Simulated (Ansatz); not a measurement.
# Decaying states in the gap of BaCa2P2, part 2 of 2

Aim: relax a made-up compound, BaCa2P2, and see how good a tunnel barrier it would be. It is built by putting Ca for Mg in the BaMg2P2 structure of space group P-3m1, with the volume rescaled by atomic radii. The parent structure comes from the Materials Project.

Ansatz 0.2.0; r2SCAN DFT, plane waves, PAW files (the session's first sound run).

So far, gap on path (eV): step 3 (the bulk crystal and its band edges) 1.81.

The structure was built from a prototype and need not be the compound's stable phase.

### 6. Band edges at another level, cutoff 420 eV

This step: LDA DFT, plane waves, PAW files (Ansatz 0.2.0).

The edges again with LDA, at the same atoms. Against that run the cutoff is 420 eV against 500.

The input, input.yaml:

```yaml
crystal:
  lattice:
    - [4.766730698, 0.0, 0.0]
    - [-2.383365349, 4.1281098775, 0.0]
    - [0.0, 0.0, 7.8540459059]
  atoms:
    - { symbol: Ba, position: [0.0, 0.0, 0.0] }
    - { symbol: Ca, position: [0.6666666667, 0.3333333333, 0.3625007759] }
    - { symbol: Ca, position: [0.3333333333, 0.6666666667, 0.6374992241] }
    - { symbol: P, position: [0.6666666667, 0.3333333333, 0.7408623109] }
    - { symbol: P, position: [0.3333333333, 0.6666666667, 0.2591376891] }
kpoints:
  mp_grid: { grid: [6, 6, 4] }
  band_path: { path: [VBM, CBM], npoints: 30 }
scf:
  occupations: { method: fixed }
hamiltonian:
  xc: lda
output:
  eigenvalues: true
```

Command:

```
ansatz run input.yaml --threads 2 --pin off --max-ram 4096MiB --backend cpu --events-out ev --progress --plain --runs-dir out
```

It took 11 s on 2 threads of Arm Neoverse V1, shared host; peak memory 0.4 GiB.

This step gave:

```yaml
free_energy: -10782.5635 eV
fermi_energy: 5.277 eV
gap_on_the_k_mesh: 1.380 eV
gap_on_path: 1.380 eV, by band count; negative where bands overlap
direct_gap_on_path: 1.380 eV
edge_places_on_path: 0, 0 1/A along the path
```

Levels at VBM (eV): -7.70, -7.55, -1.73, -1.12, -0.64, -0.42, -0.22, 0.00, 1.38, 2.95, 3.21, 3.49, 3.66.

The searched edges give 1.38 eV, as on the mesh.

Between step 3 and this run (LDA and cutoff 420 eV) the value for the gap on path moves from 1.81 eV to 1.38 eV.

### 7. Complex bands at another level, cutoff 420 eV

This step: LDA DFT, plane waves, PAW files; complex bands by layer matching along the plane's normal (Ansatz 0.2.0).

The complex bands at that level, over its own gap, at (0, 0) and (-0.5, 0).

The input, input.yaml:

```yaml
crystal:
  lattice:
    - [4.766730698, 0.0, 0.0]
    - [0.0, 7.854045906, 0.0]
    - [2.383365349, 0.0, 4.128109877]
  atoms:
    - { symbol: Ba, position: [0.0, 0.0, 0.0] }
    - { symbol: Ca, position: [0.6666666667, 0.3625007759, 0.6666666667] }
    - { symbol: Ca, position: [0.3333333333, 0.6374992241, 0.3333333333] }
    - { symbol: P, position: [0.6666666667, 0.7408623109, 0.6666666667] }
    - { symbol: P, position: [0.3333333333, 0.2591376891, 0.3333333333] }
kpoints:
  mp_grid: { grid: [6, 4, 6] }
scf:
  occupations: { method: fixed }
hamiltonian:
  xc: lda
output:
  eigenvalues: true
  transmission:
    leads: [[0, 0]]
    kpoints: [[0.0, 0.0], [-0.5, 0.0]]
    e_range: [-1.0, 2.38]
    de: 0.08
```

Wall time 71 s (2 threads); peak memory 1.1 GiB; 2.3 min of CPU time.

Numbers from this step:

```
level to which the leads are filled                       : 0.6902 eV from the Fermi level
decay constant at the filling level, zone centre          : 0.2040 Å⁻¹
decay constant at the filling level, slowest listed point : 0.1967 Å⁻¹
```

K parallel (0, 0); values up to 1.5 1/Å, a degenerate pair printed once or twice; energies at which all values exceed this have no row. Im kz of the slowest decaying states against energy, zero at the highest filled level on the SCF mesh:

| energy (eV) | decay 1 (Å⁻¹) | decay 2 (Å⁻¹) | decay 3 (Å⁻¹) | decay 4 (Å⁻¹) |
| --- | --- | --- | --- | --- |
| -1.00 | 0.200 | 0.200 | 0.529 | 0.605 |
| -0.84 | 0.163 | 0.197 | 0.464 | 0.577 |
| -0.68 | 0.0187 | 0.103 | 0.371 | 0.552 |
| -0.52 | 0.0798 | 0.165 | 0.529 | 0.541 |
| -0.36 | 0.0456 | 0.172 | 0.338 | 0.507 |
| -0.20 | 0.0618 | 0.0701 | 0.220 | 0.486 |
| -0.04 | 0.126 | 0.177 | 0.203 | 0.465 |
| 0.04 | 0.144 | 0.165 | 0.197 | 0.205 |
| 0.20 | 0.170 | 0.246 | 0.282 | 0.339 |
| 0.36 | 0.187 | 0.275 | 0.329 | 0.409 |
| 0.52 | 0.198 | 0.296 | 0.360 | 0.383 |
| 0.68 | 0.204 | 0.309 | 0.356 | 0.382 |
| 0.84 | 0.206 | 0.301 | 0.341 | 0.397 |
| 1.00 | 0.205 | 0.262 | 0.346 | 0.408 |
| 1.16 | 0.201 | 0.204 | 0.352 | 0.414 |
| 1.32 | 0.109 | 0.193 | 0.356 | 0.417 |
| 1.56 | 0.174 | 0.358 | 0.415 | 0.507 |
| 1.72 | 0.156 | 0.356 | 0.411 | 0.484 |
| 1.88 | 0.130 | 0.350 | 0.405 | 0.456 |
| 2.04 | 0.0910 | 0.340 | 0.398 | 0.398 |
| 2.20 | 0.325 | 0.329 | 0.386 | 0.392 |
| 2.36 | 0.234 | 0.303 | 0.329 | 0.392 |

K parallel (0, 0). Re kz of states that move upwards against energy, zero at the highest filled level on the SCF mesh:

| energy (eV) | channel 1 (Å⁻¹) | channel 2 (Å⁻¹) | channel 3 (Å⁻¹) | channel 4 (Å⁻¹) |
| --- | --- | --- | --- | --- |
| -1.00 | -0.344 | - | - | - |
| -0.76 | -0.254 | - | - | - |
| -0.52 | -0.176 | -0.0871 | - | - |
| -0.28 | -0.439 | -0.0574 | 0.645 | - |
| -0.04 | -0.152 | 0.587 | - | - |
| 0.20 | - | - | - | - |
| 0.44 | - | - | - | - |
| 0.68 | - | - | - | - |
| 0.92 | - | - | - | - |
| 1.16 | - | - | - | - |
| 1.40 | -0.698 | - | - | - |
| 1.64 | -0.524 | - | - | - |
| 1.88 | -0.418 | - | - | - |
| 2.12 | -0.321 | - | - | - |
| 2.36 | -0.203 | 0.121 | - | - |

K parallel (-0.5, 0); values up to 1.5 1/Å, a degenerate pair printed once or twice; energies at which all values exceed this have no row. The Im kz of the slowest decaying states by energy, zero at the highest filled level on the SCF mesh:

| energy (eV) | decay 1 (Å⁻¹) | decay 2 (Å⁻¹) | decay 3 (Å⁻¹) | decay 4 (Å⁻¹) |
| --- | --- | --- | --- | --- |
| -1.00 | 0.0301 | 0.156 | 0.558 | 0.725 |
| -0.84 | 0.181 | 0.501 | 0.690 | 0.958 |
| -0.68 | 0.131 | 0.404 | 0.655 | 0.924 |
| -0.52 | 0.166 | 0.211 | 0.631 | 0.884 |
| -0.36 | 0.0765 | 0.228 | 0.637 | 0.836 |
| -0.20 | 0.0410 | 0.171 | 0.711 | 0.744 |
| -0.04 | 0.240 | 0.366 | 0.722 | 1.11 |
| 0.04 | 0.0696 | 0.278 | 0.404 | 0.719 |
| 0.20 | 0.141 | 0.332 | 0.448 | 0.713 |
| 0.36 | 0.174 | 0.370 | 0.471 | 0.705 |
| 0.52 | 0.191 | 0.399 | 0.484 | 0.696 |
| 0.68 | 0.197 | 0.421 | 0.490 | 0.686 |
| 0.84 | 0.192 | 0.439 | 0.492 | 0.675 |
| 1.00 | 0.176 | 0.453 | 0.491 | 0.663 |
| 1.16 | 0.145 | 0.464 | 0.490 | 0.650 |
| 1.32 | 0.0811 | 0.472 | 0.489 | 0.636 |
| 1.56 | 0.479 | 0.488 | 0.612 | 0.855 |
| 1.72 | 0.481 | 0.492 | 0.593 | 0.819 |
| 1.88 | 0.481 | 0.502 | 0.572 | 0.777 |
| 2.04 | 0.0312 | 0.478 | 0.527 | 0.544 |
| 2.20 | 0.0729 | 0.472 | 0.505 | 0.620 |
| 2.36 | 0.0694 | 0.461 | 0.464 | 0.613 |

At the listed wavevectors the last open channel is at -0.04 eV and the next at +1.40 eV on the grid. At +0.68 eV, the grid energy nearest the filling level (the middle of the gap on the SCF mesh), the slowest state at the listed wavevectors decays with κ = 0.197 Å⁻¹, its amplitude falling by e over 5.1 Å; the first such run, plane (100), gave 0.236 Å⁻¹.

### 8. A repeat with changed settings

This step: r2SCAN DFT, plane waves, PAW files; complex bands by layer matching along the plane's normal; changed: basis.ENCUT = 400, scf.max_iter = 50 (Ansatz 0.2.0).

This run repeats an earlier one, its twin (the complex run, plane (100)), with two settings changed (scf.max_iter, basis.ENCUT; files written aside). The setting was drawn as a possible misstep, on purpose. Where the input is shown as a difference, that is against the step before, not the twin.

Changes to input.yaml since step 7:

```diff
@@ -15,4 +15,5 @@
   occupations: { method: fixed }
+  max_iter: 50
 hamiltonian:
-  xc: lda
+  xc: r2scan
 output:
@@ -22,3 +23,5 @@
     kpoints: [[0.0, 0.0], [-0.5, 0.0]]
-    e_range: [-1.0, 2.38]
-    de: 0.08
+    e_range: [-1.0, 2.81]
+    de: 0.1
+basis:
+  ENCUT: 400
```

It took 0.02 s on 2 threads; peak memory 0.022 GiB.

The program refused the input before any cycle.

The program's message: “Error: YAML parse error: error: line 27 column 3: unknown field `ENCUT`, expected one of ecutwfc, ecutrho_ratio, smooth_cutoff_half_width, xc_grid, low_memory, fft_grid_basis, precision, gaussian, spl …”

The change that led to it: basis.ENCUT = 400.

### 9. Outcome

```json
{"band gap": "1.81 eV", "least decay constant at mid-gap, normal to (100)": "0.236 Å⁻¹", "least decay constant at mid-gap, normal to (001)": "0.208 Å⁻¹", "least decay constant, LDA": "0.197 Å⁻¹"}
```

What this shows: With r2SCAN, the slowest decay at the wavevectors tried is κ = 0.208 Å⁻¹, normal to (001). Through such a film the transmission near mid-gap falls as exp(−2κd), a factor of ten every 5.5 Å. The directions tried decay at nearly the same rate. A free electron under a barrier of half the gap would need a mass of 0.18 mₑ to decay at this rate. With LDA the gap goes from 1.81 to 1.38 eV and the decay constant, over the first 2 listed wavevectors, from 0.236 to 0.197 Å⁻¹. The compound is made up by substitution; its stability against other phases and against distortions of the cell's symmetry was not tested. r2SCAN still narrows gaps, if less than LDA and GGA do, so real decay constants are likely larger.

[Logs are printed without paths, hosts, clocks, repeated set-up lines and the standing remarks that a program may print on its own settings, such as how far it seeks lower states.]

[Hosts, paths, dates, database ids (printed as entryN), source tags and the programs' standing remarks are cut or masked in the printed files.]
